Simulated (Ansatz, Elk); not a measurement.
## How far do independent atoms describe LiCu3S3?

Structure refinements treat a crystal as free atoms side by side. For a made-up structure of LiCu3S3 (cell and positions from a PBE relaxation) the runs below show what the calculated density changes in F(hkl).

Method: DFT, PBE, all-electron APW+lo, Dirac cores, scalar-relativistic bands, static density, no spin, in Elk 11.2.3 (patched build).

This account leaves out most program logs.

The structure was built from a prototype and need not be the compound's stable phase.

## 1. Set-up

The structure is cubic, space group Pm-3m (No. 221). The conventional cell has a = 4.779 Å, b = 4.779 Å, c = 4.779 Å, α = 90.00°, β = 90.00°, γ = 90.00°. Cu has 4 S at 2.39 Å nearest. Nearest to S lie 4 Cu at 2.39 Å and 2 Li at 2.39 Å. Nearest to Li lie 6 S at 2.39 Å. Farther neighbours and most contacts between anions are not listed.

## 2. Ground state and structure factors

An all-electron density is needed, since X-rays see the cores too. Task 0 finds the density and task 195 Fourier-transforms it; tshift is off so that phases refer to the origin typed.

File elk.in:

```
tasks
  0
  195

xctype
  20

spinpol
  .false.

rgkmax
  7.0

gmaxvr
  14.0

lmaxo
  7

lmaxapw
  8

swidth
  0.002

tshift
  .false.

ramdisk
  .false.

hmaxvr
  5.5

maxscl
  120

epspot
  1e-06

sppath
  './'

avec
  9.03086549892 0.00000000000 0.00000000000
  0.00000000000 9.03086549892 0.00000000000
  0.00000000000 0.00000000000 9.03086549892

atoms
  3
  'Cu.in'
  3
  0.5000000000 0.0000000000 0.0000000000   0.000000 0.000000 0.000000
  0.0000000000 -0.0000000000 0.5000000000   0.000000 0.000000 0.000000
  -0.0000000000 0.5000000000 -0.0000000000   0.000000 0.000000 0.000000
  'S.in'
  3
  0.0000000000 0.5000000000 0.5000000000   0.000000 0.000000 0.000000
  0.5000000000 0.5000000000 0.0000000000   0.000000 0.000000 0.000000
  0.5000000000 -0.0000000000 0.5000000000   0.000000 0.000000 0.000000
  'Li.in'
  1
  0.5000000000 0.5000000000 0.5000000000   0.000000 0.000000 0.000000

ngridk
  5 5 5
```

Launch:

```sh
$ OMP_NUM_THREADS=4 elk
```

The job ended after 29 s (4 threads of Arm Neoverse V2, shared host; peak memory 0.21 GiB).

SFACRHO.OUT:

```text

h k l indices transformed by vhmat matrix:
   1.000000000       0.000000000       0.000000000    
   0.000000000       1.000000000       0.000000000    
   0.000000000       0.000000000       1.000000000    

      h      k      l  multipl.   |H|            Re(F)            Im(F)           |F|

      0      0      0      1   0.0000000       138.00000     -0.48918048E-16   138.00000    
      0     -1      0      6  0.69574564       10.144194     -0.28640111E-13   10.144194    
     -1      0      1     12  0.98393292      -36.005766      0.21003309E-14   36.005766    
      1      1      1      8   1.2050668      -38.486951      0.74183622E-14   38.486951    
      0      0     -2      6   1.3914913       103.22084      0.51117306E-13   103.22084    
     -1      0     -2     24   1.5557345       10.088303     -0.63327692E-14   10.088303    
     -1      1     -2     24   1.7042218      -29.459420      0.11469427E-14   29.459420    
      2      2      0     12   1.9678658       88.048388     -0.89994856E-13   88.048388    
      2     -2      1     24   2.0872369       8.9950436      0.28143312E-13   8.9950436    
      0      0      3      6   2.0872369       8.8001022      0.15285927E-13   8.8001022    
     -3      1      0     24   2.2001409      -25.651933     -0.86574040E-15   25.651933    
     -1     -1     -3     24   2.3075272      -30.570328     -0.92807278E-14   30.570328    
      2     -2     -2      8   2.4101336       78.703576      0.40383683E-13   78.703576    
     -2     -3      0     24   2.5085466       7.7798352      0.13159493E-13   7.7798352    
     -2      1      3     48   2.6032418      -23.319347      0.23092864E-13   23.319347    
      4      0      0      6   2.7829826       72.050285     -0.73928027E-13   72.050285    
      3      2     -2     24   2.8686328       6.8371743      0.55093231E-14   6.8371743    
     -4      0     -1     24   2.8686328       6.7938933      0.18354517E-13   6.7938933
```

Elk indexes on the primitive cell of elk.in and gives |H| = 4π sin θ/λ in inverse bohr. Below, one row stands for each form hkl of the conventional cell (m members, Friedel mates merged), F is for one primitive cell and the density is static (no thermal factor). Free-atom factors are Waasmaier and Kirfel's, and R is Σm||F|−|F'||/Σm|F|.

```tsv
hkl	m	sin θ/λ (Å⁻¹)	abs F, DFT	neutral atoms	diff.
100	6	0.105	10.144	10.727	-0.583
110	12	0.148	36.006	36.169	-0.163
111	8	0.181	38.487	39.579	-1.092
200	6	0.209	103.221	103.916	-0.695
210	24	0.234	10.088	10.353	-0.265
211	24	0.256	29.459	29.655	-0.195
220	12	0.296	88.048	88.889	-0.841
221	24	0.314	8.995	9.066	-0.071
300	6	0.314	8.800	9.066	-0.266
310	24	0.331	25.652	25.953	-0.301
311	24	0.347	30.570	30.863	-0.293
222	8	0.362	78.704	79.201	-0.498
320	24	0.377	7.780	7.823	-0.043
321	48	0.392	23.319	23.418	-0.099
400	6	0.418	72.050	72.114	-0.064
322	24	0.431	6.837	6.792	+0.045
410	24	0.431	6.794	6.792	+0.002
411	24	0.444	21.699	21.509	+0.191
330	12	0.444	21.375	21.509	-0.134
331	24	0.456	23.690	23.616	+0.074
420	24	0.468	66.520	66.550	-0.030
421	48	0.479	6.001	5.974	+0.027
```

## 3. The highest occupied states alone

An energy window below the Fermi level keeps the highest occupied states, to see at which angles they scatter; shallow core shells can lie inside it and anion s states outside. No new self-consistency is needed.

elk.in, as its differences from that of step 2:

```diff
@@ -1,3 +1,2 @@
 tasks
-  0
   195
@@ -40,2 +39,5 @@
 
+wsfac
+  -0.379120 0.472120
+
 sppath
```

Launch:

```sh
$ OMP_NUM_THREADS=4 elk
```

Wall time 13 s (4 threads); peak memory 0.16 GiB.

States within 15 eV below the Fermi level hold 52.00 electrons; any levels below the window count with the cores. Their amplitudes can exceed the total, where window and core parts have opposite phase:

```tsv
hkl	sin θ/λ (Å⁻¹)	abs F, window	abs F, all
100	0.105	4.347	10.144
110	0.148	11.041	36.006
111	0.181	15.034	38.487
200	0.209	24.277	103.221
210	0.234	4.980	10.088
211	0.256	6.335	29.459
220	0.296	15.070	88.048
221	0.314	4.414	8.995
300	0.314	4.220	8.800
310	0.331	4.106	25.652
```

## 4. Another functional

The difference from free atoms is small, so it is set against the change that PBEsol makes.

elk.in, as its differences from that of step 3:

```diff
@@ -1,2 +1,3 @@
 tasks
+  0
   195
@@ -4,3 +5,3 @@
 xctype
-  20
+  22
 
@@ -39,5 +40,2 @@
 
-wsfac
-  -0.379120 0.472120
-
 sppath
```

Launch:

```sh
$ OMP_NUM_THREADS=4 elk
```

It took 30 s on 4 threads; peak memory 0.22 GiB.

Against the first run R = 0.05 %; the largest change is -0.073 at 200.

## 5. Basis size

A smaller basis shows how fast F responds to it; the change is likely larger than the basis error of the first run, but doesn't show convergence.

elk.in, as its differences from that of step 4:

```diff
@@ -5,3 +5,3 @@
 xctype
-  22
+  20
 
@@ -11,3 +11,3 @@
 rgkmax
-  7.0
+  5.5
```

Launch:

```sh
$ OMP_NUM_THREADS=4 elk
```

The job ended after 26 s (4 threads; peak memory 0.2 GiB; 54 s of CPU time).

Against the first run R = 0.04 %; the largest change is -0.067 at 200.

## 6. Settings against the effect

```tsv
run	R against the first run (%)	R against neutral atoms, low angle (%)	wall time
PBE, rgkmax 7	0.00	1.15	29 s
PBEsol	0.05	1.19	30 s
rgkmax 5.5	0.04	1.19	26 s
```

## 7. Summary of results

| Quantity | Value |
| --- | --- |
| R against neutral atoms, sin θ/λ < 0.3 Å⁻¹ | 1.15 % |
| R against neutral atoms, 0.3 to 0.82 Å⁻¹ | 0.53 % |

What this shows: Independent neutral atoms miss the calculated amplitudes by R = 1.15 % below 0.3 Å⁻¹ and 0.53 % from there to 0.82 Å⁻¹; by shells, 1.11 % below 0.15 Å⁻¹ (2 forms), 1.16 % 0.15 to 0.3 (5 forms), 0.69 % 0.3 to 0.45 (12 forms), 0.50 % above 0.45 (59 forms). Bonding, aspherical density and the tables' own atoms all enter these figures, and the runs don't part them. The largest change of an amplitude is -1.09 electrons, at 111. The window's part falls from 52.0 electrons at the origin to at most 8.00 between 0.45 and 0.82 Å⁻¹, where compact states inside the window still scatter. Below 0.3 Å⁻¹ the changes that finished (PBEsol and rgkmax 5.5) move F by R = 0.06 % at most, against the 1.15 % that separates it from free atoms. The k-mesh has no finished test. These runs have no spin, though d or f shells may be open. Part of the difference isn't bonding: the tables are fits to free atoms and ions calculated by other methods than this functional. Thermal motion, anomalous dispersion and extinction are left out.

[Logs are printed without paths, hosts, clocks, repeated set-up lines and the standing remarks that a program may print on its own settings, such as how far it seeks lower states.]

[Hosts, paths, dates, database ids (printed as entryN), source tags and the programs' standing remarks are cut or masked in the printed files.]
